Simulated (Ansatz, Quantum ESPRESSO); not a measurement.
**Hf (001), hcp: biaxial strain and the free axis**

A thin film takes the in-plane lattice of its substrate and is free along the normal. How do the free axis and the stress follow the misfit? The strained cell has c along the film normal; unstrained it is a = 3.1629 Å, b = 3.1629 Å, c = 5.0017 Å, α = 90.00°, β = 90.00°, γ = 120.00°, with 2 atoms.

Calculated with Quantum ESPRESSO 7.5, PBEsol, GBRV 1.5 ultrasoft potentials, cutoff 680 eV, Fermi–Dirac smearing 0.05 eV, k-mesh 16×16×9, no spin polarisation, no spin-orbit coupling.

Relaxed positions at 0 %:

```
atom       x       y       z
  Hf  0.3333  0.6667  0.7500
  Hf  0.6667  0.3333  0.2500
```

```csv
ε∥ (%),a (Å),c (Å),ε⊥ (%),"σ (GPa, tension positive)"
−3,3.0680,5.1174,2.313,−6.85
−2,3.0996,5.0771,1.507,−4.47
−1,3.1313,5.0381,0.729,−2.19
0,3.1629,5.0015,−0.004,0.00
2,3.2261,4.9318,−1.396,3.99
3,3.2578,4.8983,−2.066,5.77
```

**Question.** Fit both responses and give the free strain and the stress at +1 %, a row left out above.

Least squares with y = y0 + y1 ε + y2 ε² (ε in %) gives ε⊥ = −0.006 + (−0.7283) ε + (0.0146) ε² and σ = −0.01 + (2.108) ε + (−0.059) ε² GPa. The linear terms put the ratio of free to applied strain at −0.728 and the biaxial modulus at 211 GPa.

At +1 % the free strain comes out as −0.720 %. The run itself gives −0.714 %, so the estimate misses by 0.006 %; the fitted rows themselves lie up to 0.009 % off the law.

The stress comes out as 2.04 GPa. The run itself gives 2.06 GPa, so the estimate misses by 0.02 GPa; the fitted rows themselves lie up to 0.02 GPa off the law.

With c as the unique axis, zero normal stress gives ε⊥/ε∥ = −2C13/C33 for relaxed atoms, so 2C13/C33 is about 0.73.

The negative ε² term means that the crystal stiffens in compression and softens in tension.

The same fit over all rows at other levels or in other programs gives the strain ratio = −0.732 with PBEsol (Ansatz).

[Logs are printed without paths, hosts, clocks, repeated set-up lines and the standing remarks that a program may print on its own settings, such as how far it seeks lower states.]
